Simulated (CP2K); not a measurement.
Consider borylpyrazine at its PBE geometry (Å).

```xyz
12

B     2.2272   -0.1120    0.5124
C     0.7194   -0.0251    0.1792
C     0.0714   -1.0160   -0.5881
N    -1.2327   -0.9802   -0.9086
C    -1.9054    0.0832   -0.4480
C    -1.2896    1.0878    0.3167
N     0.0061    1.0485    0.6365
H     2.7385    0.7532    1.1569
H     2.8639   -1.0458    0.1160
H     0.6370   -1.8758   -0.9566
H    -2.9697    0.1374   -0.6920
H    -1.8662    1.9445    0.6756
```

Method: CP2K XAS_TDP, all-electron GAPW, PBEh(45%), aug-cc-pVDZ, TDA, GW2X-corrected core level, no relativity.

Q: Where do the C K-edge lines lie, and how strong are they?

Leading lines: C2 286.12 eV, C3 286.88 eV, C5 286.80 eV and C6 287.31 eV. The leading line of an atom is its first one with 35 % of the strongest within 2.5 eV of its lowest line over the strength cut. Core ionisation energies at this level: C3 293.32, C5 293.43, C2 292.42 and C6 293.25 eV.

The first six lines of each atom with a strength over 0.0015:

```csv
atom,energy (eV),states,"strength, one atom",above the computed threshold
"C2 (bonded to B, C and N)",286.12,1,0.0291,
,288.95,1,0.0284,
,291.94,1,0.0021,
,292.28,1,0.0019,
,292.88,1,0.0041,yes
,292.93,1,0.0041,yes
"C3 (bonded to C, N and H)",286.88,1,0.0556,
,291.42,1,0.0122,
,292.27,1,0.0040,
,292.74,1,0.0024,
,292.93,2,0.0019,
,293.16,1,0.0022,
"C5 (bonded to C, N and H)",286.80,1,0.0507,
,289.28,1,0.0020,
,291.27,1,0.0132,
,291.41,1,0.0073,
,292.45,1,0.0031,
,293.43,1,0.0020,
"C6 (bonded to C, N and H)",287.31,1,0.0475,
,288.31,1,0.0057,
,291.13,1,0.0126,
,291.38,1,0.0037,
,292.26,1,0.0035,
,292.65,1,0.0048,
```

Lines are vertical, at one geometry, with no vibrational structure. GW2X ionisation energies and lines can be off by 1 to 2 eV either way, and a good line position may hide errors that cancel. These values hold no scalar relativity, about 0.1 eV for C 1s. Rydberg lines, and the discretised continuum above threshold, depend on the basis and the box.

[Banner, clock and machine lines of the logs are left out without a mark of their own.]

[Logs are printed without paths, hosts, clocks, repeated set-up lines and the standing remarks that a program may print on its own settings, such as how far it seeks lower states.]

[Hosts, paths, dates, database ids (printed as entryN), source tags and the programs' standing remarks are cut or masked in the printed files.]
